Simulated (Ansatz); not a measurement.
# A hypothetical structure for CrFeSiN

This structure for CrFeSiN is made up. Its elements were placed in a known structure type with a cell scaled to their sizes. What cell does the guess relax to, and how far off was it?

Calculated with Ansatz 0.2.0; DFT, PBE, plane-wave PAW, files of the set soft_1, scalar-relativistic, ferromagnetic start, cell and ions relaxed at zero pressure; PAW set soft_1.

## 1. Starting point

It takes space group P-3m1 (No. 164, trigonal). The conventional cell has a = 2.837 Å, b = 2.837 Å, c = 11.799 Å, α = 90.00°, β = 90.00°, γ = 120.00°. Nearest to Fe lie 3 N at 1.94 Å and 3 Si at 2.57 Å. Nearest to Cr lie 3 N at 1.91 Å and 3 Si at 2.51 Å. Nearest to Si lie 3 Cr at 2.51 Å and 3 Fe at 2.57 Å. Nearest to N lie 6 Fe at 1.94 Å. N has 6 Cr at 1.91 Å nearest. Farther neighbours and most contacts between anions are not listed.

## 2. Relaxing cell and atoms

The guessed cell has no reason to be at equilibrium. It is relaxed with the atoms, within the space group of the guess.

Input file input.yaml:

```yaml
crystal:
  lattice:
    - [2.837, 0.0, 0.0]
    - [-1.4185, 2.456914071, 0.0]
    - [0.0, 0.0, 11.799]
  atoms:
    - { symbol: Fe, position: [0.333333333, 0.666666667, 0.0888], spin: 3.0 }
    - { symbol: Fe, position: [0.666666667, 0.333333333, 0.9112], spin: 3.0 }
    - { symbol: Cr, position: [0.666666667, 0.333333333, 0.5825], spin: 3.0 }
    - { symbol: Cr, position: [0.333333333, 0.666666667, 0.4175], spin: 3.0 }
    - { symbol: Si, position: [0.666666667, 0.333333333, 0.2567] }
    - { symbol: Si, position: [0.333333333, 0.666666667, 0.7433] }
    - { symbol: "N", position: [0.0, 0.0, 0.0] }
    - { symbol: "N", position: [0.0, 0.0, 0.5] }
magnetization:
  spin_polarized: true
kpoints:
  mp_grid: { grid: [11, 11, 3] }
scf:
  occupations: { method: fermi_dirac, width: 0.05 }
hamiltonian:
  xc: pbe
  pseudopotentials: { kind: paw, azcp: { folder: soft_1 } }
relax:
  f_tol: 0.015
  max_steps: 70
  cell: {}
output:
  forces: true
  stress: true
```

On the command line:

```sh
ansatz run input.yaml --threads 4 --pin off --max-ram 10240MiB --backend cpu --events-out ev --progress --plain --runs-dir out
```

Numbers of over 12 decimals in the logs are rounded to 6 here.

The program printed:

```text
Engine: ansatz 0.2.0, x86_64-unknown-linux-gnu
Pseudopotentials: kind: paw
Pseudopotential: Fe, paw, valence charge 16, recommended cutoff 420 eV (normal), soft_1/Fe.paw.azcp
Pseudopotential: Cr, paw, valence charge 14, recommended cutoff 420 eV (normal), soft_1/Cr.paw.azcp
Pseudopotential: Si, paw, valence charge 4, recommended cutoff 420 eV (normal), soft_1/Si.paw.azcp
Pseudopotential: N, paw, valence charge 5, recommended cutoff 420 eV (normal), soft_1/N.paw.azcp
Functional definition: PBE
  parameter kappa = 0.804
  parameter beta = 0.066725
  exchange = pbe_x(kappa = kappa, mu = beta*pi^2/3)
  correlation = pbe_c(beta = beta)
Crystal: 8 atoms, lattice volume = 82.242 Å³
Basis set: ecut = 420 eV, 1635 PW (Γ), exchange–correlation on 40×40×160 points (8 copies of the dense FFT grid, shifted against one another)
Bands: 54, of which v1, the nominal top of the filled ones, is band 39 counted from 1 (38 counted from 0)
Symmetry: 12 space group operations
Space group: P-3m1 (ITA 164), of the structure as read, at distance tolerance 4.3e-5 Å
Magnetic group: BNS 164.85 (UNI 1315), of the structure as read, at distance tolerance 4.3e-5 Å
k-points: 42 of 363
Non-local potential: Fe, projectors of the file, l = 0: 3, l = 1: 2, l = 2: 3, l = 3: 1
Non-local potential: Cr, projectors of the file, l = 0: 3, l = 1: 2, l = 2: 3, l = 3: 1
Non-local potential: Si, projectors of the file, l = 0: 2, l = 1: 2, l = 2: 1
Non-local potential: N, projectors of the file, l = 0: 2, l = 1: 2, l = 2: 1
PAW form: soft (Blöchl's): semilocal exchange-correlation on the pseudo side does not see the compensation charge
PAW one-centre angular grid: Fe, 590 points (default); XC on 64 Gauss nodes
PAW one-centre angular grid: Cr, 590 points (default); XC on 64 Gauss nodes
PAW one-centre angular grid: Si, 110 points (default); XC on 64 Gauss nodes
PAW one-centre angular grid: N, 110 points (default); XC on 64 Gauss nodes
Initial density: superposition of atomic densities (chi_scale 0.1, normalization cell, long waves of neutral atoms (reshape's long-wave potential 4.06 eV rms, cloud 2.10 Å wide))
Starting moments: Σ|m| = 12 μB on 4 of 8 sites
Initial wavefunctions: pseudopotential atomic-orbital guess
Functional: x = pbe(κ = 0.804, μ = 0.219515), c = pbe(β = 0.066725)
SCF iter   1: F=—  HF=-17756.926286 eV  |F-HF|=—  |Δ(HF+E_count)|=         —  Δρ=6.18e-2 (↑6.18e-2 ↓5.22e-2)  dr2=2.20e1  dr2_m=6.38e-1  M=9.381 μB ∫|m|=9.859 μB  β_m=0.30  ethr=3.10e-3  ⟨swp⟩=6.3  Hψ=16461  notcnv=0  defer=1
Mixer restart at iter 1: flushing history
preconditioner: auto → Kerker (q_TF=auto, 2.704 Å⁻¹)  [metal: Δε(μ)=0.001 eV  Ē_g=8.800 eV  σ=0.050 eV  W_gap=0.01  n_scr=28 (ndim 8)  ℏωp=27.8 eV  f_vac=0.000  D(μ)=6.17/eV (n_scr^D=66)]
spin=Collinear: Kerker preconditioning applied to the charge; magnetization (m = ρ↑ − ρ↓) channel mixes plain (no charge-response kernel on spin).
SCF iter   2: F=—  HF=-17754.166098 eV  |F-HF|=—  |Δ(HF+E_count)|=    2.76e0  Δρ=3.39e-2 (↑3.39e-2 ↓2.67e-2)  dr2=6.12e0  dr2_m=3.79e-1  M=9.128 μB ∫|m|=9.687 μB  β_m=0.40  ethr=3.10e-3  ⟨swp⟩=2.2  Hψ=7536  notcnv=0  defer=329
SCF iter   3: F=—  HF=-17754.719625 eV  |F-HF|=—  |Δ(HF+E_count)|=   5.54e-1  Δρ=2.16e-2 (↑1.92e-2 ↓2.16e-2)  dr2=1.55e0  dr2_m=2.33e-1  M=8.470 μB ∫|m|=9.116 μB  β_m=0.52  ethr=3.10e-3  ⟨swp⟩=2.2  Hψ=6362  notcnv=0  defer=338
SCF iter   4: F=—  HF=-17755.768524 eV  |F-HF|=—  |Δ(HF+E_count)|=    1.05e0  Δρ=2.69e-2 (↑1.84e-2 ↓2.69e-2)  dr2=4.00e-1  dr2_m=3.21e-1  M=7.437 μB ∫|m|=8.181 μB  β_m=0.76  ethr=1.98e-3  ⟨swp⟩=2.0  Hψ=5731  notcnv=0  defer=335
SCF iter   5: F=—  HF=-17756.165346 eV  |F-HF|=—  |Δ(HF+E_count)|=   3.97e-1  Δρ=2.38e-2 (↑1.57e-2 ↓2.38e-2)  dr2=1.67e-1  dr2_m=2.77e-1  M=6.594 μB ∫|m|=7.387 μB  β_m=0.38  ethr=5.13e-4  ⟨swp⟩=2.1  Hψ=7069  notcnv=0  defer=334
SCF iter   6: F=—  HF=-17758.456667 eV  |F-HF|=—  |Δ(HF+E_count)|=         —  Δρ=1.06e-1 (↑1.06e-1 ↓9.21e-2)  dr2=2.52e-1  dr2_m=7.29e0  M=1.877 μB ∫|m|=2.506 μB  β_m=1.00  ethr=2.14e-4  ⟨swp⟩=2.1  Hψ=7235  notcnv=0  defer=335  κ⁻¹=9.5e-4(r=4)
SCF iter   7: F=—  HF=-17758.665357 eV  |F-HF|=—  |Δ(HF+E_count)|=   2.09e-1  Δρ=7.31e-2 (↑3.90e-2 ↓7.31e-2)  dr2=1.03e1  dr2_m=4.96e-1  M=0.902 μB ∫|m|=1.684 μB  β_m=0.88  ethr=6.41e-5  ⟨swp⟩=4.1  Hψ=13609  notcnv=0  defer=283
SCF iter   8: F=—  HF=-17757.288650 eV  |F-HF|=—  |Δ(HF+E_count)|=    1.38e0  Δρ=1.14e-1 (↑4.05e-2 ↓1.14e-1)  dr2=7.11e0  dr2_m=4.02e0  M=2.433 μB ∫|m|=2.923 μB  β_m=0.57  ethr=6.41e-5  ⟨swp⟩=4.0  Hψ=15295  notcnv=0  defer=290
SCF iter   9: F=—  HF=-17757.098448 eV  |F-HF|=—  |Δ(HF+E_count)|=   1.90e-1  Δρ=6.08e-2 (↑2.38e-2 ↓6.08e-2)  dr2=2.06e0  dr2_m=1.20e0  M=1.532 μB ∫|m|=1.883 μB  β_m=0.86  ethr=6.41e-5  ⟨swp⟩=3.0  Hψ=10845  notcnv=0  defer=290
SCF iter  10: F=—  HF=-17757.270086 eV  |F-HF|=—  |Δ(HF+E_count)|=   1.72e-1  Δρ=9.71e-3 (↑8.98e-3 ↓9.71e-3)  dr2=1.83e-1  dr2_m=2.73e-2  M=0.666 μB ∫|m|=1.305 μB  β_m=0.86  ethr=6.41e-5  ⟨swp⟩=3.1  Hψ=10410  notcnv=0  defer=289
SCF iter  11: F=—  HF=-17757.256958 eV  |F-HF|=—  |Δ(HF+E_count)|=   1.31e-2  Δρ=4.07e-3 (↑3.92e-3 ↓4.07e-3)  dr2=1.21e-2  dr2_m=9.81e-3  M=0.660 μB ∫|m|=1.212 μB  β_m=0.93  ethr=6.41e-5  ⟨swp⟩=2.1  Hψ=8822  notcnv=0  defer=271
SCF iter  12: F=—  HF=-17757.259109 eV  |F-HF|=—  |Δ(HF+E_count)|=   2.15e-3  Δρ=2.40e-3 (↑1.49e-3 ↓2.40e-3)  dr2=4.50e-3  dr2_m=2.34e-3  M=0.676 μB ∫|m|=1.087 μB  β_m=0.97  ethr=1.55e-5  ⟨swp⟩=2.0  Hψ=7365  notcnv=0  defer=271
SCF iter  13: F=—  HF=-17757.259689 eV  |F-HF|=—  |Δ(HF+E_count)|=   5.80e-4  Δρ=1.09e-3 (↑1.01e-3 ↓1.09e-3)  dr2=3.08e-4  dr2_m=7.71e-4  M=0.696 μB ∫|m|=1.033 μB  β_m=0.98  ethr=5.77e-6  ⟨swp⟩=2.0  Hψ=7315  notcnv=0  defer=271
SCF iter  14: F=—  HF=-17757.259757 eV  |F-HF|=—  |Δ(HF+E_count)|=   6.75e-5  Δρ=5.24e-4 (↑5.24e-4 ↓4.59e-4)  dr2=5.07e-4  dr2_m=1.46e-4  M=0.685 μB ∫|m|=1.014 μB  β_m=0.99  ethr=3.95e-7  ⟨swp⟩=2.0  Hψ=6752  notcnv=0  defer=271
SCF iter  15: F=—  HF=-17757.259745 eV  |F-HF|=—  |Δ(HF+E_count)|=   1.20e-5  Δρ=2.28e-4 (↑2.28e-4 ↓1.41e-4)  dr2=3.95e-5  dr2_m=2.23e-5  M=0.689 μB ∫|m|=1.017 μB  β_m=0.98  ethr=3.95e-7  ⟨swp⟩=1.1  Hψ=4548  notcnv=0  defer=271
SCF iter  16: F=—  HF=-17757.259728 eV  |F-HF|=—  |Δ(HF+E_count)|=   1.69e-5  Δρ=1.17e-4 (↑1.02e-4 ↓1.17e-4)  dr2=5.26e-6  dr2_m=8.27e-6  M=0.692 μB ∫|m|=1.008 μB  β_m=0.99  ethr=5.06e-8  ⟨swp⟩=1.5  Hψ=5066  notcnv=0  defer=271
SCF iter  17: F=—  HF=-17757.259727 eV  |F-HF|=—  |Δ(HF+E_count)|=   6.60e-7  Δρ=5.95e-5 (↑2.11e-5 ↓5.95e-5)  dr2=1.01e-5  dr2_m=3.73e-7  M=0.695 μB ∫|m|=1.004 μB  β_m=0.83  ethr=6.74e-9  ⟨swp⟩=2.2  Hψ=6971  notcnv=0  defer=271
[...]
SCF iter   3: F=—  HF=-17757.526907 eV  |F-HF|=—  |Δ(HF+E_count)|=   5.08e-7  Δρ=3.38e-5 (↑3.38e-5 ↓3.37e-5)  dr2=2.37e-5  dr2_m=2.33e-11  M=0.000 μB ∫|m|=0.000 μB  β_m=0.21  ethr=5.30e-9  ⟨swp⟩=2.0  Hψ=6051  notcnv=0
SCF iter   4: F=—  HF=-17757.526906 eV  |F-HF|=—  |Δ(HF+E_count)|=   8.78e-7  Δρ=1.66e-5 (↑1.66e-5 ↓1.65e-5)  dr2=1.83e-6  dr2_m=1.15e-11  M=0.000 μB ∫|m|=0.000 μB  β_m=0.24  ethr=5.30e-9  ⟨swp⟩=1.1  Hψ=4544  notcnv=0
SCF iter   5: F=—  HF=-17757.526906 eV  |F-HF|=—  |Δ(HF+E_count)|=   2.35e-7  Δρ=7.19e-6 (↑7.19e-6 ↓7.14e-6)  dr2=1.85e-7  dr2_m=2.36e-11  M=0.000 μB ∫|m|=0.000 μB  β_m=0.26  ethr=2.34e-9  ⟨swp⟩=1.0  Hψ=4536  notcnv=0
SCF iter   6: F=—  HF=-17757.526906 eV  |F-HF|=—  |Δ(HF+E_count)|=   4.17e-7  Δρ=3.61e-6 (↑3.60e-6 ↓3.61e-6)  dr2=3.42e-8  dr2_m=1.83e-11  M=0.000 μB ∫|m|=0.000 μB  β_m=0.41  ethr=2.37e-10  ⟨swp⟩=2.0  Hψ=5954  notcnv=0
SCF iter   7: F=—  HF=-17757.526907 eV  |F-HF|=—  |Δ(HF+E_count)|=   3.51e-7  Δρ=1.71e-6 (↑1.65e-6 ↓1.71e-6)  dr2=1.20e-8  dr2_m=1.65e-11  M=0.000 μB ∫|m|=0.000 μB  β_m=0.51  ethr=4.38e-11  ⟨swp⟩=2.4  Hψ=7763  notcnv=0
SCF iter   8: F=—  HF=-17757.526907 eV  |F-HF|=—  |Δ(HF+E_count)|=   1.25e-7  Δρ=9.10e-7 (↑7.82e-7 ↓9.10e-7)  dr2=3.30e-9  dr2_m=8.42e-12  M=0.000 μB ∫|m|=0.000 μB  β_m=0.51  ethr=1.53e-11  ⟨swp⟩=2.2  Hψ=7663  notcnv=0
SCF iter   9: F=—  HF=-17757.526907 eV  |F-HF|=—  |Δ(HF+E_count)|=   1.89e-8  Δρ=3.41e-7 (↑2.87e-7 ↓3.41e-7)  dr2=4.23e-10  dr2_m=1.56e-11  M=0.000 μB ∫|m|=0.000 μB  β_m=0.55  ethr=4.24e-12  ⟨swp⟩=2.0  Hψ=7840  notcnv=0
SCF iter  10: F=—  HF=-17757.526907 eV  |F-HF|=—  |Δ(HF+E_count)|=   2.29e-9  Δρ=3.16e-7 (↑1.32e-7 ↓3.16e-7)  dr2=1.19e-10  dr2_m=3.17e-11  M=0.000 μB ∫|m|=0.000 μB  β_m=0.74  ethr=1.00e-12  ⟨swp⟩=2.8  Hψ=9032  notcnv=0
SCF iter  11: F=—  HF=-17757.526907 eV  |F-HF|=—  |Δ(HF+E_count)|=  1.13e-10  Δρ=3.00e-7 (↑1.11e-7 ↓3.00e-7)  dr2=1.08e-10  dr2_m=2.70e-11  M=0.000 μB ∫|m|=0.000 μB  β_m=0.87  ethr=1.00e-12  ⟨swp⟩=1.0  Hψ=4536  notcnv=0
SCF iter  12: F=—  HF=-17757.526907 eV  |F-HF|=—  |Δ(HF+E_count)|=  4.37e-11  Δρ=5.32e-7 (↑5.32e-7 ↓3.34e-7)  dr2=2.67e-9  dr2_m=1.68e-11  M=0.000 μB ∫|m|=0.000 μB  β_m=0.62  ethr=1.00e-12  ⟨swp⟩=2.0  Hψ=6841  notcnv=0  recentre
SCF iter  13: F=—  HF=-17757.526907 eV  |F-HF|=—  |Δ(HF+E_count)|=  8.00e-11  Δρ=2.43e-7 (↑2.43e-7 ↓1.81e-7)  dr2=3.82e-10  dr2_m=7.62e-12  M=0.000 μB ∫|m|=0.000 μB  β_m=0.53  ethr=1.00e-12  ⟨swp⟩=1.9  Hψ=5508  notcnv=0
SCF iter  14: F=—  HF=-17757.526907 eV  |F-HF|=—  |Δ(HF+E_count)|=  1.27e-10  Δρ=2.13e-7 (↑2.13e-7 ↓9.00e-8)  dr2=1.73e-10  dr2_m=6.75e-12  M=0.000 μB ∫|m|=0.000 μB  β_m=0.45  ethr=1.00e-12  ⟨swp⟩=1.2  Hψ=4569  notcnv=0
SCF iter  15: F=—  HF=-17757.526907 eV  |F-HF|=—  |Δ(HF+E_count)|=  9.82e-11  Δρ=1.66e-7 (↑1.66e-7 ↓5.60e-8)  dr2=1.11e-10  dr2_m=6.25e-12  M=0.000 μB ∫|m|=0.000 μB  β_m=0.68  ethr=1.00e-12  ⟨swp⟩=1.0  Hψ=4537  notcnv=0
SCF iter  16: F=—  HF=-17757.526907 eV  |F-HF|=—  |Δ(HF+E_count)|=  5.09e-11  Δρ=1.63e-7 (↑1.55e-7 ↓1.63e-7)  dr2=2.45e-10  dr2_m=6.95e-13  M=0.000 μB ∫|m|=0.000 μB  β_m=0.84  ethr=1.00e-12  ⟨swp⟩=1.5  Hψ=4939  notcnv=0
SCF iter  17: F=—  HF=-17757.526907 eV  |F-HF|=—  |Δ(HF+E_count)|=  1.89e-10  Δρ=8.16e-8 (↑8.16e-8 ↓5.94e-8)  dr2=2.71e-11  dr2_m=2.84e-13  M=-0.000 μB ∫|m|=0.000 μB  β_m=0.71  ethr=1.00e-12  ⟨swp⟩=2.0  Hψ=6039  notcnv=0
SCF iter  18: F=-17757.526907 eV  HF=-17757.526907 eV  |F-HF|=6.55e-11  |Δ(HF+E_count)|=    0.00e0  Δρ=6.86e-8 (↑6.83e-8 ↓6.86e-8)  dr2=6.55e-11  dr2_m=1.62e-14  M=0.000 μB ∫|m|=0.000 μB  ethr=1.00e-12  ⟨swp⟩=2.4  Hψ=12161  notcnv=0
the starting moments were not kept: the SCF closed with an absolute magnetisation of 2.6e-6 μB, where they sum to 12 μB in size (4 sites). That is at most 0.1 of that sum. Measured as dr2_m measures the in/out step, that magnetisation stands 2.3e-12 eV from none, at or under the dr2_threshold of 8.0e-11 eV: it is no larger than a step whose dr2_m would equal this threshold.
SCF 11 converged in 18 iterations: F = -17757.526907 eV  dr2 = 6.55e-11
relax step  11: F+E_penalty+E_count = -17757.52690686 eV  Δ(F+E_penalty+E_count) = +1.594e-3 eV  max|allowed force component| = 6.950e-3 eV/Å  Δτ_max = 0.0000 Å  P = +0.005 GPa  Ω = 81.053 Å³  stress off target by 4.00e-2 GPa  SCF on the basis re-selected at this cell (its energy is not comparable with the rows above)  (18 SCF iters)
basis re-selected at this cell: Δ(F+E_penalty+E_count) = +1.594e-3 eV, ΔP = -0.018 GPa vs the last step (what re-selecting the basis moved, of the pressure what is left beyond the Pulay correction that the steps carried, after the strain that the cell walked since its last selection, with what the two solves' SCF thresholds leave and, on support functions, any second-order correction that the steps lacked; it is no m [...]
SCF converged after 18 iterations
Magnetization: 0.0000 μB (39.0000 up, 39.0000 down)
Absolute magnetization: 0.0000 μB (∫|ρ↑−ρ↓|, with the PAW one-centre terms)
Spin contamination: 0.0000 ħ² per cell (⟨S²⟩ above its minimum at these occupations)
Per-site moments (μB) at R_I (Å): [(-3.3747726045617953e-7, 0.799166), (-3.3747726036563844e-7, 0.799166), (7.657313084462937e-7, 0.804859), (7.657313084823951e-7, 0.804859), (-1.7855054483895188e-9, 1.013045), (-1.7855054086471819e-9, 1.013045), (-2.8454530511364143e-9, 0.799166), (4.930048131275e-9, 0.804859)]
Free energy (F): -17757.526907 eV
Harris-Foulkes:  -17757.526907 eV  (|F-HF|=6.55e-11)
Internal energy: -17757.474647 eV  (E = F + TS)
E sigma→0 (E₀):  -17757.500777 eV
Entropy (-TS):   -0.052260 eV (-6.532 meV/atom)
Fermi energy:    16.969815 eV
--- Per-component energies (eV) ---
  E_band       = -713.261920
  E_kinetic    = 1622.399020
  E_local      = -10023.167571  (includes V_loc(G=0)·N_el)
  E_nonlocal   = 780.621229
  E_hartree    = 4487.530280
  E_xc         = -690.119409
  E_vxc        = -833.013993  (∫ρ·V_xc dr)
  E_paw        = -6480.824657  (= ΣΔE_a)
  E_vpaw       = -1235.163321  (= ΣTr[D̂ρ^β])
  E_aug_tail   = 0.001798  (compensation charges beyond the density's cutoff)
  E_ewald      = -7453.915337
  E_smearing   = -0.052260  (= −TS)
  E_closure    = 0.000000  (closes the sum)
  Σ components = -17757.526907   (vs F -17757.526907, Δ=0.00e0)
--- Forces (eV/Å), atoms counted from 1 ---
  atom   1  Fe     0.00000000     0.00000000     0.00694993
  atom   2  Fe     0.00000000    -0.00000000    -0.00694993
  atom   3  Cr    -0.00000000     0.00000000     0.00489402
  atom   4  Cr     0.00000000     0.00000000    -0.00489402
  atom   5  Si    -0.00000000     0.00000000     0.00111685
  atom   6  Si     0.00000000    -0.00000000    -0.00111685
  atom   7  N     -0.00000000    -0.00000000     0.00000000
  atom   8  N      0.00000000     0.00000000     0.00000000
  max |Σ_I F_I| component: 9.25e-18 eV/Å
--- Stress (GPa, compression-positive) ---
        0.028039       0.000000       0.000000
        0.000000       0.028039       0.000000
       -0.000000       0.000000      -0.040008
  P = ⅓ Tr σ = 0.0054 GPa (0.054 kbar)
--- Relaxed structure (10 steps of the walk, 9 accepted, 1 SCFs on fresh bases) ---
  F+E_penalty+E_count = -17757.52690686 eV   max|allowed force component| = 6.950e-3 eV/Å   (the final SCF, on the basis selected at the relaxed cell)
  cell:  # Å, volume = 81.0534 Å³
    - [2.811387, 0, -5.714804644642748e-19]
    - [-1.405693, 2.434732, 2.857402322321353e-19]
    - [-2.376770532103591e-18, 0, 11.841301]
  atoms:
    - { symbol: Fe, position: [0.333333, 0.666667, 0.089325] }
    - { symbol: Fe, position: [0.666667, 0.333333, 0.910675] }
    - { symbol: Cr, position: [0.666667, 0.333333, 0.591442] }
    - { symbol: Cr, position: [0.333333, 0.666667, 0.408558] }
    - { symbol: Si, position: [0.666667, 0.333333, 0.244966] }
    - { symbol: Si, position: [0.333333, 0.666667, 0.755034] }
    - { symbol: N, position: [0, 0, 0] }
    - { symbol: N, position: [0.0, 0, 0.500000] }
```

Elapsed: 86 s, on 4 threads of INTEL XEON PLATINUM 8581C at 2.10GHz (Emerald Rapids), shared host; peak memory 0.7 GiB; 5.4 min of CPU time.

The steps of the relaxation:

| step | energy less that of the first step (eV) | largest force component (eV/Å) | pressure (GPa) | volume (Å³) |
| --- | --- | --- | --- | --- |
| 1 | 0.0000 | 1.3508 | 2.03 | 82.24 |
| 2 | -0.2016 | 0.7985 | 1.14 | 81.79 |
| 3 | -0.2563 | 0.2901 | 0.28 | 81.65 |
| 4 | -0.2629 | 0.0777 | 0.82 | 81.24 |
| 5 | -0.2641 | 0.0508 | -0.62 | 81.68 |
| 6 | -0.2658 | 0.0463 | 0.12 | 81.36 |
| 7 | -0.2680 | 0.0383 | 0.45 | 81.06 |
| 8 | -0.2677 | 0.0962 | 0.32 | 80.78 |
| 9 | -0.2687 | 0.0098 | 0.01 | 81.07 |
| 10 | -0.2688 | 0.0071 | 0.02 | 81.05 |
| 11* | -0.2672 | 0.0069 | 0.01 | 81.05 |

Relaxation steps marked * repeat the geometry before them on a plane-wave basis chosen anew for their cell, so energy and pressure can jump there. Relaxation step 8 was tried and not accepted.

The run keeps the 12 symmetry operations that it works with, so distortions that break them were not tested.

| conventional cell, symmetrised | before | after | change |
| --- | --- | --- | --- |
| a (Å) | 2.837 | 2.811 | -0.9 % |
| b (Å) | 2.837 | 2.811 | -0.9 % |
| c (Å) | 11.799 | 11.841 | +0.4 % |
| volume (Å³/atom) | 10.28 | 10.13 | -1.4 % |

The atoms that moved most (Å, as changes of fractional coordinates times the final cell):

| atom | dx | dy | dz | length |
| --- | --- | --- | --- | --- |
| Si6 | 0.000 | 0.000 | 0.139 | 0.139 |
| Si5 | 0.000 | 0.000 | -0.139 | 0.139 |
| Cr3 | 0.000 | 0.000 | 0.106 | 0.106 |
| Cr4 | 0.000 | 0.000 | -0.106 | 0.106 |
| Fe1 | 0.000 | 0.000 | 0.006 | 0.006 |
| Fe2 | 0.000 | 0.000 | -0.006 | 0.006 |

Final coordinates:

```cif
data_structure
_symmetry_space_group_name_H-M 'P 1'
_symmetry_Int_Tables_number 1
_cell_length_a 2.8114
_cell_length_b 2.8114
_cell_length_c 11.8413
_cell_angle_alpha 90.000
_cell_angle_beta 90.000
_cell_angle_gamma 120.000
_cell_volume 81.05
loop_
_atom_site_label
_atom_site_type_symbol
_atom_site_fract_x
_atom_site_fract_y
_atom_site_fract_z
_atom_site_occupancy
Fe1 Fe 0.33333 0.66667 0.08932 1
Fe2 Fe 0.66667 0.33333 0.91068 1
Cr3 Cr 0.66667 0.33333 0.59144 1
Cr4 Cr 0.33333 0.66667 0.40856 1
Si5 Si 0.66667 0.33333 0.24497 1
Si6 Si 0.33333 0.66667 0.75503 1
N7 N 0.00000 0.00000 0.00000 1
N8 N 0.00000 0.00000 0.50000 1
```

Numbers from this step:

```yaml
free_energy: -17757.5269 eV
energy_at_zero_smearing: -17757.5008 eV
smearing_term_ts: 0.05226 eV
fermi_energy: 16.97 eV
electrons: 78
symmetry_operations: 12
pressure: 0.005357 GPa
```

Shortest distances by pair of elements, guess and relaxed (not always the same contact):

| pair | guess (Å) | relaxed (Å) |
| --- | --- | --- |
| Fe–N | 1.944 | 1.937 |
| Cr–N | 1.905 | 1.951 |
| Fe–Si | 2.570 | 2.456 |
| Cr–Si | 2.506 | 2.527 |
| Fe–Fe | 2.660 | 2.666 |

The relaxation ends with a largest force component of 0.0069 eV/Å and a pressure of 0.01 GPa. No moment survives the cycle: this start ends non-magnetic.

## 3. Summary of results

```json
{"space group, relaxed": "P-3m1", "conventional cell": "a = 2.811, b = 2.811, c = 11.841 Å; α = 90.0°, β = 90.0°, γ = 120.0°", "volume per atom": "10.13 Å³ (guess 10.28)", "total moment": "0.00 μB in the cell of 8 atoms"}
```

What this shows: CrFeSiN relaxes to P-3m1 with a = 2.811, b = 2.811 and c = 11.841 Å. The guessed volume was near the relaxed one. The space group P-3m1 was held in the relaxation, so the end point is a stationary structure within it and may be a saddle against distortions or other arrangements. The moments died out from this one start and weren't seeded again at the relaxed cell. Mesh and cutoff weren't tested. No dispersion term is used, so weakly bound directions may come out too long. Nothing here tests whether the compound is stable against decomposition.

[Logs are printed without paths, hosts, clocks, repeated set-up lines and the standing remarks that a program may print on its own settings, such as how far it seeks lower states.]

[Hosts, paths, dates, database ids (printed as entryN), source tags and the programs' standing remarks are cut or masked in the printed files.]
